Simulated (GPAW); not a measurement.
# zinc-blende (GaP)₁₋ₓ(InP)ₓ at x = 0: the P K absorption edge

What does the P K edge look like in zinc-blende (GaP)₁₋ₓ(InP)ₓ at x = 0?

Program: GPAW 26.7.0. Level of theory: X-ray absorption from dipole matrix elements to empty bands, plane-wave PAW PBE. Results are calculated unless marked as measured.

Report form: the programs' logs are mostly left out.

**1. The structure**

Symmetry: F-43m, No. 216, cubic system. The conventional cell has a = 5.451 Å, b = 5.451 Å, c = 5.451 Å, α = 90.00°, β = 90.00°, γ = 90.00°. Nearest to Ga lie 4 P at 2.36 Å. Nearest to P lie 4 Ga at 2.36 Å. 16-atom zinc-blende cell, 0 of 8 Ga sites taken by In at random, lattice constants typed for the ends and interpolated (Vegard). Farther neighbours are not listed.

As a file:

```xyz
16
Lattice="0.0000 5.4510 5.4510 5.4510 0.0000 5.4510 5.4510 5.4510 0.0000" Properties=species:S:1:pos:R:3 pbc="T T T"
Ga    0.0000    0.0000    0.0000
P     1.3627    1.3627    1.3627
Ga    2.7255    2.7255    0.0000
P     4.0882    4.0882    1.3627
Ga    2.7255    0.0000    2.7255
P     4.0882    1.3627    4.0882
Ga    5.4510    2.7255    2.7255
P     6.8137    4.0882    4.0882
Ga    0.0000    2.7255    2.7255
P     1.3627    4.0882    4.0882
Ga    2.7255    5.4510    2.7255
P     4.0882    6.8137    4.0882
Ga    2.7255    2.7255    5.4510
P     4.0882    4.0882    6.8137
Ga    5.4510    5.4510    5.4510
P     6.8137    6.8137    6.8137
```

**2. Ground state of the crystal**

A plain self-consistent run shows whether there is a gap, which decides the set-up of the core-hole run.

scf.py

```python
import numpy as np
from ase import Atoms
from ase.parallel import parprint, paropen
from gpaw import GPAW, PW, FermiDirac, Mixer, MixerDif, setup_paths
from gpaw.test import gen
setup_paths.insert(0, '.')
gen('P', name='nch1s', xcname='PBE', corehole=(1, 0, 0), write_xml=True)
from gpaw.mpi import world
world.barrier()

atoms = Atoms('GaPGaPGaPGaPGaPGaPGaPGaP',
    cell=[[0, 5.451, 5.451],
     [5.451, 0, 5.451],
     [5.451, 5.451, 0]],
    scaled_positions=[[0, 0, 0],
     [0.125, 0.125, 0.125],
     [0, 0, 0.5],
     [0.125, 0.125, 0.625],
     [0, 0.5, 0],
     [0.125, 0.625, 0.125],
     [0, 0.5, 0.5],
     [0.125, 0.625, 0.625],
     [0.5, 0, 0],
     [0.625, 0.125, 0.125],
     [0.5, 0, 0.5],
     [0.625, 0.125, 0.625],
     [0.5, 0.5, 0],
     [0.625, 0.625, 0.125],
     [0.5, 0.5, 0.5],
     [0.625, 0.625, 0.625]],
    pbc=True)
atoms.calc = calc = GPAW(legacy_gpaw=True, mode=PW(400, force_complex_dtype=True), xc='PBE', setups={1: 'nch1s'},
    kpts={'size': (4, 4, 4), 'gamma': True}, occupations=FermiDirac(0.05),
    charge=0, mixer=Mixer(0.1, 5, 50), maxiter=150,
    convergence={'density': 0.0001, 'eigenstates': 1e-6}, txt='scf.txt')
energy = atoms.get_potential_energy() + calc.get_reference_energy()
ef = calc.get_fermi_level()
out = dict(energy=energy, fermi=ef, forces=atoms.get_forces().tolist())
parprint(f'all-electron energy {energy:.4f} eV, Fermi level {ef:.4f} eV')
ev = np.array([[calc.get_eigenvalues(k, s) for k in range(len(calc.get_ibz_k_points()))] for s in range(calc.get_number_of_spins())])
out['homo'], out['lumo'], out['counts'] = ev[ev < ef].max(), ev[ev > ef].min(), sorted(set((ev < ef).sum((0, 2)).tolist()))
out['filled'] = (ev[:, 0] < ef).sum(1).tolist()
import json
with paropen('out.json', 'w') as f:
    json.dump(out, f)
```

Started as:

```
OMP_NUM_THREADS=1 mpirun -n 4 gpaw python scf.py
```

The job ended after 35 s (4 MPI ranks of Arm Neoverse V1, shared host; peak memory 0.29 GiB).

The mesh shows a gap of 1.67 eV. The excited electron is kept all the same, so that all members of the series, with or without a gap, are treated alike.

**3. Reference energy of the cell**

The photon energy needs a difference of total energies, so the cell and mesh of the coming hole run are first run without a hole.

scf.py, as its differences from that of step 2:

```diff
@@ -32,3 +32,3 @@
 atoms.calc = calc = GPAW(legacy_gpaw=True, mode=PW(400, force_complex_dtype=True), xc='PBE', setups={1: 'nch1s'},
-    kpts={'size': (4, 4, 4), 'gamma': True}, occupations=FermiDirac(0.05),
+    kpts={'size': (3, 3, 3), 'gamma': True}, occupations=FermiDirac(0.02),
     charge=0, mixer=Mixer(0.1, 5, 50), maxiter=150,
```

It took 17 s on 4 MPI ranks; peak memory 0.24 GiB.

Reference energy: -497572.864 eV with the cores included.

**4. Spectrum with XCH, P atom 2**

The holes are 7.7 Å apart. In GPAW the data set carries the hole's charge, so charge=0 means a charged cell and charge=-1 a neutral one. The excited electron is kept in the cell, where it fills the lowest empty states and screens the hole. After the field has converged, empty bands are computed with the density fixed and the dipole matrix elements are summed.

The absorber has 4 Ga at 2.36 Å (tetrahedral).

xas.py

```python
import numpy as np
from ase import Atoms
from ase.parallel import parprint, paropen
from gpaw import GPAW, PW, FermiDirac, Mixer, MixerDif, setup_paths
from gpaw.test import gen
setup_paths.insert(0, '.')
gen('P', name='fch1s', xcname='PBE', corehole=(1, 0, 1), write_xml=True)
from gpaw.mpi import world
world.barrier()

atoms = Atoms('GaPGaPGaPGaPGaPGaPGaPGaP',
    cell=[[0, 5.451, 5.451],
     [5.451, 0, 5.451],
     [5.451, 5.451, 0]],
    scaled_positions=[[0, 0, 0],
     [0.125, 0.125, 0.125],
     [0, 0, 0.5],
     [0.125, 0.125, 0.625],
     [0, 0.5, 0],
     [0.125, 0.625, 0.125],
     [0, 0.5, 0.5],
     [0.125, 0.625, 0.625],
     [0.5, 0, 0],
     [0.625, 0.125, 0.125],
     [0.5, 0, 0.5],
     [0.625, 0.125, 0.625],
     [0.5, 0.5, 0],
     [0.625, 0.625, 0.125],
     [0.5, 0.5, 0.5],
     [0.625, 0.625, 0.625]],
    pbc=True)
atoms.calc = calc = GPAW(legacy_gpaw=True, mode=PW(400, force_complex_dtype=True), xc='PBE', setups={1: 'fch1s'},
    kpts={'size': (3, 3, 3), 'gamma': True}, occupations=FermiDirac(0.04),
    charge=-1, mixer=Mixer(0.1, 5, 50), maxiter=150,
    convergence={'density': 0.0001, 'eigenstates': 1e-6}, txt='scf.txt')
energy = atoms.get_potential_energy() + calc.get_reference_energy()
ef = calc.get_fermi_level()
out = dict(energy=energy, fermi=ef, forces=atoms.get_forces().tolist())
parprint(f'all-electron energy {energy:.4f} eV, Fermi level {ef:.4f} eV')
ev = np.array([[calc.get_eigenvalues(k, s) for k in range(len(calc.get_ibz_k_points()))] for s in range(calc.get_number_of_spins())])
out['homo'], out['lumo'], out['counts'] = ev[ev < ef].max(), ev[ev > ef].min(), sorted(set((ev < ef).sum((0, 2)).tolist()))
out['filled'] = (ev[:, 0] < ef).sum(1).tolist()

from ase.units import Ha
from gpaw.xas import dipole_matrix_elements
nb = int(calc.get_number_of_electrons() / 2) + 166
top, nb = nb, nb + 8 + nb // 12
nscf = calc.fixed_density(kpts={'size': (4, 4, 4), 'gamma': True}, nbands=nb,
    convergence={'bands': top, 'eigenstates': 5e-3}, maxiter=60, txt='nscf.txt')
cell = atoms.cell.array
ops = [cell.T @ U.T @ np.linalg.inv(cell.T) for U in nscf.wfs.kd.symmetry.op_scc]
filled = [32]  # bands filled in the ground state, by spin
E = np.arange(-6, 30, 0.1)
fwhm = np.interp(E, [4, 25], [0.9, 3.5])
Y, X, zero, highest = 0, 0, 1e9, 1e9
for spin in range(nscf.get_number_of_spins()):
    wfs = nscf.wfs
    mine = wfs.bd.get_slice()  # this rank's bands
    A = dipole_matrix_elements(wfs.setups[1])
    eps = np.zeros((wfs.kd.nibzkpts, nb))
    d = np.zeros((3, A.shape[1], wfs.kd.nibzkpts, nb), complex)
    for kpt in wfs.kpt_u:
        if kpt.s == spin and 1 in kpt.P_ani:
            eps[kpt.k, mine] = kpt.eps_n * Ha
            d[:, :, kpt.k, mine] = (kpt.weight * wfs.nspins / 2) ** 0.5 * np.inner(A, kpt.P_ani[1])
    world.sum(eps)
    world.sum(d)
    T = np.einsum('amkn,bmkn->abkn', d, d.conj()).real
    T = sum(np.einsum('ai,ijkn,bj->abkn', R, T, R) for R in ops) / len(ops)
    empty = np.ones_like(eps, bool) & (np.arange(nb) >= filled[spin])
    zero, highest = min(zero, eps[empty].min()), min(highest, eps[:, top - 1].min())
    lines = [(eps, T, empty)] if spin == 0 else lines + [(eps, T, empty)]
for eps, T, empty in lines:
    f = np.einsum('aakn->akn', T).reshape(3, -1)
    x = eps.ravel() - zero
    w = np.interp(x, E, fwhm) / 2.35482
    g = np.exp(-0.5 * ((E[:, None] - x) / w) ** 2) / (w * (2 * np.pi) ** 0.5)
    Y = Y + (f * empty.ravel()) @ g.T
    X = X + (f * ~empty.ravel()) @ g.T
out.update(E=E.round(2).tolist(), xas=Y.tolist(), xes=X.tolist(), zero=zero, valid=highest - zero, nk=len(eps), nb=nb)
for i in range(0, len(E), 10):
    parprint(f'{E[i]:7.2f}', *(f'{v:10.3e}' for v in Y[:, i]))
import json
with paropen('out.json', 'w') as f:
    json.dump(out, f)
```

Started as:

```
OMP_NUM_THREADS=1 mpirun -n 4 gpaw python xas.py
```

The job ended after 2.2 min (4 MPI ranks; peak memory 0.42 GiB; 8.8 min of CPU time).

The P K spectrum, P atom 2, excited-electron core hole (neutral cell) (energy from the bottom of the conduction band, which holds the excited electron; intensity scaled to a mean of 1 over the first 20 eV):

| E (eV) | intensity |
| --- | --- |
| -2.0 | 0.00 |
| -1.5 | 0.00 |
| -1.0 | 0.00 |
| -0.5 | 0.00 |
| 0.0 | 0.07 |
| 0.5 | 0.43 |
| 1.0 | 1.24 |
| 1.5 | 1.65 |
| 2.0 | 1.39 |
| 2.5 | 1.10 |
| 3.0 | 1.08 |
| 3.5 | 2.03 |
| 4.0 | 2.10 |
| 4.5 | 1.35 |
| 5.0 | 1.04 |
| 5.5 | 0.86 |
| 6.0 | 0.97 |
| 6.5 | 1.37 |
| 7.0 | 1.48 |
| 7.5 | 1.15 |
| 8.0 | 0.97 |
| 8.5 | 1.00 |
| 9.0 | 0.97 |
| 9.5 | 0.86 |
| 10.0 | 0.78 |
| 10.5 | 0.75 |
| 11.0 | 0.75 |
| 11.5 | 0.79 |
| 12.0 | 0.84 |
| 12.5 | 0.89 |
| 13.0 | 0.94 |
| 13.5 | 0.98 |
| 14.0 | 0.97 |
| 14.5 | 0.91 |
| 15.0 | 0.84 |
| 15.5 | 0.79 |
| 16.0 | 0.78 |
| 16.5 | 0.79 |
| 17.0 | 0.80 |
| 17.5 | 0.81 |
| 18.0 | 0.79 |
| 18.5 | 0.77 |
| 19.0 | 0.74 |
| 19.5 | 0.73 |
| 20.0 | 0.73 |
| 20.5 | 0.73 |
| 21.0 | 0.72 |
| 21.5 | 0.70 |
| 22.0 | 0.68 |
| 22.5 | 0.67 |
| 23.0 | 0.69 |
| 23.5 | 0.75 |
| 24.0 | 0.82 |
| 24.5 | 0.88 |
| 25.0 | 0.91 |
| 25.5 | 0.92 |

Main maxima below 24 eV (height): 1.5 eV (1.65), 3.8 eV (2.28), 6.8 eV (1.51) and 13.7 eV (0.98). A K edge sees empty p states on the absorber.

The total-energy difference is 2155.96 eV. One term is added: -15.96 eV, since the hole is spin-paired here and a spin-polarised one costs that much less in the free atom (computed apart). The photon energy is then 2140.00 eV. The functional leaves an error of a few eV in such absolute values.

**5. Cell without a hole, the energy reference**

The absorbing element, whose data set is made anew, changes for the next run, so it gets a reference energy of its own.

scf.py, as its differences from that of step 3:

```diff
@@ -6,3 +6,3 @@
 setup_paths.insert(0, '.')
-gen('P', name='nch1s', xcname='PBE', corehole=(1, 0, 0), write_xml=True)
+gen('Ga', name='nch1s', xcname='PBE', corehole=(1, 0, 0), write_xml=True)
 from gpaw.mpi import world
@@ -31,3 +31,3 @@
     pbc=True)
-atoms.calc = calc = GPAW(legacy_gpaw=True, mode=PW(400, force_complex_dtype=True), xc='PBE', setups={1: 'nch1s'},
+atoms.calc = calc = GPAW(legacy_gpaw=True, mode=PW(400, force_complex_dtype=True), xc='PBE', setups={0: 'nch1s'},
     kpts={'size': (3, 3, 3), 'gamma': True}, occupations=FermiDirac(0.02),
```

Started as:

```
OMP_NUM_THREADS=1 mpirun -n 4 gpaw python scf.py
```

Elapsed: 15 s, on 4 MPI ranks; peak memory 0.28 GiB; 61 s of CPU time.

Reference energy: -497572.864 eV with the cores included.

**6. Spectrum with XCH, Ga atom 1**

The holes are 7.7 Å apart. The excited electron is kept in the cell, where it fills the lowest empty states and screens the hole. After the field has converged, empty bands are computed with the density fixed and the dipole matrix elements are summed.

The absorber has 4 P at 2.36 Å (tetrahedral).

xas.py, as its differences from that of step 4:

```diff
@@ -6,3 +6,3 @@
 setup_paths.insert(0, '.')
-gen('P', name='fch1s', xcname='PBE', corehole=(1, 0, 1), write_xml=True)
+gen('Ga', name='fch1s', xcname='PBE', corehole=(1, 0, 1), write_xml=True)
 from gpaw.mpi import world
@@ -31,3 +31,3 @@
     pbc=True)
-atoms.calc = calc = GPAW(legacy_gpaw=True, mode=PW(400, force_complex_dtype=True), xc='PBE', setups={1: 'fch1s'},
+atoms.calc = calc = GPAW(legacy_gpaw=True, mode=PW(400, force_complex_dtype=True), xc='PBE', setups={0: 'fch1s'},
     kpts={'size': (3, 3, 3), 'gamma': True}, occupations=FermiDirac(0.04),
@@ -53,3 +53,3 @@
 E = np.arange(-6, 30, 0.1)
-fwhm = np.interp(E, [4, 25], [0.9, 3.5])
+fwhm = np.interp(E, [4, 25], [1.82, 3.5])
 Y, X, zero, highest = 0, 0, 1e9, 1e9
@@ -58,3 +58,3 @@
     mine = wfs.bd.get_slice()  # this rank's bands
-    A = dipole_matrix_elements(wfs.setups[1])
+    A = dipole_matrix_elements(wfs.setups[0])
     eps = np.zeros((wfs.kd.nibzkpts, nb))
@@ -62,5 +62,5 @@
     for kpt in wfs.kpt_u:
-        if kpt.s == spin and 1 in kpt.P_ani:
+        if kpt.s == spin and 0 in kpt.P_ani:
             eps[kpt.k, mine] = kpt.eps_n * Ha
-            d[:, :, kpt.k, mine] = (kpt.weight * wfs.nspins / 2) ** 0.5 * np.inner(A, kpt.P_ani[1])
+            d[:, :, kpt.k, mine] = (kpt.weight * wfs.nspins / 2) ** 0.5 * np.inner(A, kpt.P_ani[0])
     world.sum(eps)
```

Started as:

```
OMP_NUM_THREADS=1 mpirun -n 4 gpaw python xas.py
```

Elapsed: 75 s, on 4 MPI ranks; peak memory 0.42 GiB; 5 min of CPU time.

The Ga K spectrum, Ga atom 1, excited-electron core hole (neutral cell) (energy from the bottom of the conduction band, which holds the excited electron; intensity scaled to a mean of 1 over the first 20 eV):

```
E (eV)  intensity
  -2.0       0.00
  -1.0       0.01
   0.0       0.15
   1.0       0.56
   2.0       1.04
   3.0       1.51
   4.0       1.70
   5.0       1.28
   6.0       0.91
   7.0       0.92
   8.0       0.94
   9.0       0.87
  10.0       1.00
  11.0       1.12
  12.0       1.07
  13.0       1.00
  14.0       1.00
  15.0       0.95
  16.0       0.89
  17.0       0.92
  18.0       0.91
  19.0       0.83
  20.0       0.80
  21.0       0.82
  22.0       0.81
  23.0       0.74
  24.0       0.69
  25.0       0.69
```

Main maxima below 25 eV (height): 3.8 eV (1.72), 7.6 eV (0.95), 11.2 eV (1.12) and 17.4 eV (0.93). 

The energy difference (zero at 10402 eV) isn't read as a photon energy: for so heavy an absorber the terms left out (the hole's spin, the functional's error) amount to tens of eV or more.

**7. What came out**

```json
{
  "absorber and edge": "P K, atom 2 of the ground-state input (counted from 1)",
  "surroundings": "4 Ga at 2.36 Å (tetrahedral)",
  "highest intensity below 16 eV": "3.8 eV above the zero, height 2.28",
  "photon energy of the zero, with the added terms": "2140.0 eV (raw 2156.0 eV; uncertain by a few eV)"
}
```

The P K edge of atom 2, with 4 Ga at 2.36 Å (tetrahedral), has its highest intensity of the first 16 eV at 3.8 eV above the zero, near 2144 eV in photon energy (uncertain by a few eV), 2.3 times the mean level of the first 20 eV (Gaussian full width 0.9 eV up to 4 eV, rising linearly to 3.5 eV at 25 eV). The mesh is coarse (0.25 Å⁻¹ between points), so small maxima may be mesh ripples.

[Logs are printed without paths, hosts, clocks, repeated set-up lines and the standing remarks that a program may print on its own settings, such as how far it seeks lower states.]

[Hosts, paths, dates, database ids (printed as entryN), source tags and the programs' standing remarks are cut or masked in the printed files.]

[Lists of maxima count a maximum above −3 eV only where it reaches 4 % of the highest in the window and stands out from its surroundings by 2 % of it (1.5 % where it reaches 55 %); shoulders and weaker maxima are passed over, and of the rest the first, up to two pre-edge ones and the few strongest are named.]
